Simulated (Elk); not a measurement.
## Magnetic state of Cr (Chromium) from several starts

Does Cr (Chromium) prefer parallel or opposed moments, or none?

Method: PBE; all-electron APW+lo, Dirac cores, scalar-relativistic bands, in Elk 11.2.3 (patched build).

**1. The starting structure**

Symmetry: Im-3m, No. 229, cubic system. The conventional cell has a = 2.884 Å, b = 2.884 Å, c = 2.884 Å, α = 90.00°, β = 90.00°, γ = 90.00°. Nearest to Cr lie 8 Cr at 2.50 Å.

**2. Run 1 (ferro +)**

Parallel moments need no larger cell; this start tests for a ferromagnetic state only.

Moments are seeded by fields in the spheres (the last three columns under atoms), set against the wanted direction and reduced each loop.

elk.in

```
tasks
  0
  33
  73

xctype
  20

reducebf
  0.5

epsengy
  1e-05

maxscl
  100

rgkmax
  7.0

nempty
  12

swidth
  0.003

lmaxi
  3

spinpol
  .true.

sppath
  './'

avec
  -2.72489058540 2.72489058540 2.72489058540
  2.72489058540 -2.72489058540 2.72489058540
  2.72489058540 2.72489058540 -2.72489058540

atoms
  1
  'Cr.in'
  1
  0.0000000000 0.0000000000 0.0000000000   0.000000 0.000000 -0.187500

ngridk
  12 12 12

plot3d
  0 0 0
  1 0 0
  0 1 0
  0 0 1
  13 13 13
```

Launch:

```
OMP_NUM_THREADS=2 elk
```

Numbers of over 12 decimals in the logs are rounded to 6 here.

The program printed:

```text
Info(gndstate): no moment of its own; a second start begins; STATE.OUT holds the state before
Info(gndstate): the second start gave no lower state; one of another order, or behind a
 stronger field, isn't excluded

--- INFO.OUT ---
┌─────────────────────────┐
│ Elk code version 11.2.3 │
└─────────────────────────┘

All units are atomic (Hartree, Bohr, etc.)

┌─────────────────────────────────────────────────┐
│ Ground-state run starting from atomic densities │
└─────────────────────────────────────────────────┘

Lattice vectors :
  -2.724890585       2.724890585       2.724890585
   2.724890585      -2.724890585       2.724890585
   2.724890585       2.724890585      -2.724890585

Reciprocal lattice vectors :
 -0.1214807325E-16   1.152924330       1.152924330
   1.152924330     -0.1214807325E-16   1.152924330
   1.152924330       1.152924330     -0.1214807325E-16

Unit cell volume      :    80.92956323
Brillouin zone volume :    3.065013619

Muffin-tin inner radius fraction :   0.1000000000E-01

Nuclei treated as point charges

Species : 1 (Cr)
 parameters loaded from : Cr.in
 name : chromium
 nuclear charge    :   -24.00000000
 electronic charge :    24.00000000
 atomic mass :    94783.09202
 muffin-tin radius :    2.334824469
 number of radial points in muffin-tin :    993
 inner part over the whole radius :   0.9938561239E-02
 number on inner part of muffin-tin    :    699
 approximate nuclear radius :   0.6987106690E-04
 number of mesh points to nuclear radius :    329
 atomic positions (lattice), magnetic fields (Cartesian) :
  1 :   0.00000000  0.00000000  0.00000000    0.00000000  0.00000000 -0.18750000

Total number of atoms per unit cell :    1
Total muffin-tin volume :    53.31523377
 ratio of muffin-tin to unit cell volume :   0.6587856359

Spin treatment :
 spin-polarised
 global magnetic field (Cartesian) :    0.000000000       0.000000000       0.000000000
 collinear magnetisation in z-direction

Number of Bravais lattice symmetries :   48
Number of crystal symmetries         :   48
Crystal has inversion symmetry
Real symmetric eigensolver will be used

k-point grid :     12    12    12
k-point offset :    0.000000000       0.000000000       0.000000000
k-point set is reduced with full crystal symmetry group
Total number of k-points :       72

Muffin-tin radius times maximum |G+k| :    7.000000000
 using average radius
Maximum |G+k| for APW functions       :    2.998084049
Maximum (1/2)|G+k|²                   :    4.494253983
Maximum |G| for potential and density :    12.00000000
Constant for pseudocharge density :    7
 order of it for each species :   14
 order of it for pair densities of each species (exact exchange by exxq0 0: 14) :   10
Radial integration step length :    1

G-vector grid sizes :     20    20    20
Number of G-vectors :     2347

Maximum angular momentum used for
 APW functions            :    8
 outer part of muffin-tin :    6
 inner part of muffin-tin :    3

Total nuclear charge    :   -24.00000000
Total core charge       :    10.00000000
Total valence charge    :    14.00000000
Total excess charge     :    0.000000000
Total electronic charge :    24.00000000

Effective Wigner radius, rₛ :   0.9302559329

Number of empty states         :     12
Total number of valence states :     40
Total number of core states    :     10

Third-order local-orbitals added for an l without core states : T
Total number of local-orbitals :     23

Exchange-correlation functional :     20     0     0
 Perdew-Burke-Ernzerhof, Phys. Rev. Lett. 77, 3865 (1996)
 gradient requirement :    1
 generalised gradient approximation (GGA)

Smearing type :    3
 Fermi-Dirac
Smearing width :   0.3000000000E-02
Effective electronic temperature (K) :    947.3250744

Mixing type :    3
 Broyden mixing, J. Phys. A: Math. Gen. 17, L317 (1984)

Kohn-Sham potential initialised from atomic data

┌──────────────────────────────┐
│ Self-consistent loop started │
└──────────────────────────────┘

┌─────────────────┐
│ Loop number : 1 │
└─────────────────┘

Energies :
 Fermi                       :     0.326268
 sum of occupied eigenvalues :     -610.40909421315
 electron kinetic            :      1057.5286937158
 core electron kinetic       :      962.99381083284
 Coulomb                     :     -2060.1898562310
 Coulomb potential           :     -1612.7234341209
 nuclear-nuclear             :     -192.31950798766
 electron-nuclear            :     -2130.7798471980
 Hartree                     :      262.90949895462
 Madelung                    :     -1253.8281391706
 xc potential                :     -55.187858848019
 xc effective B-field        :    -0.76330755085865E-02
 external B-field            :      0.000000
 exchange                    :     -47.198724551664
 correlation                 :     -1.098077
 electron entropic           :    -0.76645851800992E-03
 total energy                :     -1050.9587309222
 (external B-field energy excluded from total)

Density of states at Fermi energy :    25.21885518
 (states/Hartree/unit cell)

Estimated indirect band gap :   0.3926694004E-03
 from k-point 33 to k-point 53
Estimated direct band gap   :   0.6280747678E-02
 at k-point 3

Charges :
 core                        :    10.00000000
 valence                     :    14.00000000
 interstitial                :    1.470151900
 muffin-tins (core leakage)
  species : 1 (Cr)
   atom 1                    :    22.52984810     ( -0.2218854807E-06)
 total in muffin-tins        :    22.52984810
 total calculated charge     :    24.00018939
 total charge                :    24.00000000
 error                       :   0.1893934637E-03

Moments :
 interstitial                :  -0.2753423816E-01
 muffin-tins
  species : 1 (Cr)
   atom 1                    :   0.5849827459
 total in muffin-tins        :   0.5849827459
 total moment                :   0.5574485077

┌─────────────────┐
│ Loop number : 2 │
└─────────────────┘

Energies :
 Fermi                       :     0.325354
 sum of occupied eigenvalues :     -610.47254339142
 electron kinetic            :      1057.3040212133
 core electron kinetic       :      962.85004780427
 Coulomb                     :     -2060.3275691372
 Coulomb potential           :     -1612.6794322591
 nuclear-nuclear             :     -192.31950798766
 electron-nuclear            :     -2131.1021249978
 Hartree                     :      263.09406384829
 Madelung                    :     -1253.9878530076
 xc potential                :     -55.081843704657
 xc effective B-field        :    -0.76579544803561E-02
 external B-field            :      0.000000
 exchange                    :     -47.210890105096
 correlation                 :     -1.097989
 electron entropic           :    -0.77446737433178E-03
 total energy                :     -1051.3332018790
 (external B-field energy excluded from total)

Density of states at Fermi energy :    25.49091369
 (states/Hartree/unit cell)

Estimated indirect band gap :   0.5301033667E-03
 from k-point 33 to k-point 53
Estimated direct band gap   :   0.6361527447E-02
 at k-point 3

Charges :
 core                        :    10.00000000
 valence                     :    14.00000000
 interstitial                :    1.463650367
 muffin-tins (core leakage)
  species : 1 (Cr)
   atom 1                    :    22.53634963     ( -0.2218856423E-06)
 total in muffin-tins        :    22.53634963
 total calculated charge     :    24.00018870
 total charge                :    24.00000000
 error                       :   0.1886974205E-03

Moments :
 interstitial                :  -0.2770846029E-01
 muffin-tins
  species : 1 (Cr)
   atom 1                    :   0.5857015113
 total in muffin-tins        :   0.5857015113
 total moment                :   0.5579930510

RMS change in Kohn-Sham potential (target) :    7.215182908     (  0.1000000000E-05)
Absolute change in total energy (target)   :   0.3744709567     (  0.1000000000E-04)

[... loops 3 to 38 left out ...]

┌──────────────────┐
│ Loop number : 39 │
└──────────────────┘

Energies :
 Fermi                       :     0.372704
 sum of occupied eigenvalues :     -610.54048745712
 electron kinetic            :      1062.8935996297
 core electron kinetic       :      962.74692362720
 Coulomb                     :     -2064.9977714265
 Coulomb potential           :     -1610.1684627086
 nuclear-nuclear             :     -192.31950798766
 electron-nuclear            :     -2143.1005960725
 Hartree                     :      270.42233263363
 Madelung                    :     -1259.9135400722
 xc potential                :     -63.265624378152
 xc effective B-field        :    -0.19613944766368E-12
 external B-field            :      0.000000
 exchange                    :     -47.687495123696
 correlation                 :     -1.094614
 electron entropic           :    -0.53902424586649E-03
 total energy                :     -1050.8868203880
 (external B-field energy excluded from total)

Density of states at Fermi energy :    17.36398858
 (states/Hartree/unit cell)

Estimated indirect band gap :   0.4543903288E-02
 from k-point 3 to k-point 12
Estimated direct band gap   :   0.1358552933E-01
 at k-point 60

Charges :
 core                        :    10.00000000
 valence                     :    14.00000000
 interstitial                :    1.184629768
 muffin-tins (core leakage)
  species : 1 (Cr)
   atom 1                    :    22.81537023     ( -0.2218890263E-06)
 total in muffin-tins        :    22.81537023
 total calculated charge     :    24.00013358
 total charge                :    24.00000000
 error                       :   0.1335765737E-03

Moments :
 interstitial                :   0.6969640562E-06
 muffin-tins
  species : 1 (Cr)
   atom 1                    :   0.2855460974E-05
 total in muffin-tins        :   0.2855460974E-05
 total moment                :   0.3552425030E-05

RMS change in Kohn-Sham potential (target) :   0.8719487582E-07 (  0.1000000000E-05)
Absolute change in total energy (target)   :   0.4512096666E-05 (  0.1000000000E-04)

Convergence targets achieved

┌──────────────────┐
│ Loop number : 40 │
└──────────────────┘

Energies :
 Fermi                       :     0.372704
 sum of occupied eigenvalues :     -610.54048745924
 electron kinetic            :      1062.8935996595
 core electron kinetic       :      962.74692363657
 Coulomb                     :     -2064.9977714209
 Coulomb potential           :     -1610.1684627091
 nuclear-nuclear             :     -192.31950798766
 electron-nuclear            :     -2143.1005960612
 Hartree                     :      270.42233262795
 Madelung                    :     -1259.9135400664
 xc potential                :     -63.265624409686
 xc effective B-field        :    -0.19355245075538E-12
 external B-field            :      0.000000
 exchange                    :     -47.687495123267
 correlation                 :     -1.094614
 electron entropic           :    -0.53902424623394E-03
 total energy                :     -1050.8868203521
 (external B-field energy excluded from total)

Density of states at Fermi energy :    17.36398860
 (states/Hartree/unit cell)

Estimated indirect band gap :   0.4543906165E-02
 from k-point 3 to k-point 12
Estimated direct band gap   :   0.1358553208E-01
 at k-point 60

Charges :
 core                        :    10.00000000
 valence                     :    14.00000000
 interstitial                :    1.184629768
 muffin-tins (core leakage)
  species : 1 (Cr)
   atom 1                    :    22.81537023     ( -0.2218886923E-06)
 total in muffin-tins        :    22.81537023
 total calculated charge     :    24.00013358
 total charge                :    24.00000000
 error                       :   0.1335765732E-03

Moments :
 interstitial                :   0.6919621144E-06
 muffin-tins
  species : 1 (Cr)
   atom 1                    :   0.2836605700E-05
 total in muffin-tins        :   0.2836605700E-05
 total moment                :   0.3528567814E-05

┌──────────────────────────────┐
│ Self-consistent loop stopped │
└──────────────────────────────┘

Wrote STATE.OUT
```

Wall time 71 s (2 threads of Arm Neoverse V1, shared host); peak memory 0.08 GiB; 2.3 min of CPU time.

The moments died away, and this build then starts once more from a stronger push, within the same count of loops. That gave no lower state.

Read from the output:

```
final state : non-magnetic
```

After 40 cycles the seed has died away: no moment is left.

[end of part 1 of 3]

[Logs and program files are shortened in this print: banners, set-up blocks, solver, clock and traceback lines can be left out without a mark of their own.]

[Logs are printed without paths, hosts, clocks, repeated set-up lines and the standing remarks that a program may print on its own settings, such as how far it seeks lower states.]

[Hosts, paths, dates, database ids (printed as entryN), source tags and the programs' standing remarks are cut or masked in the printed files.]

[Where a cell is said to come from a database of computed structures, the database is the Materials Project.]
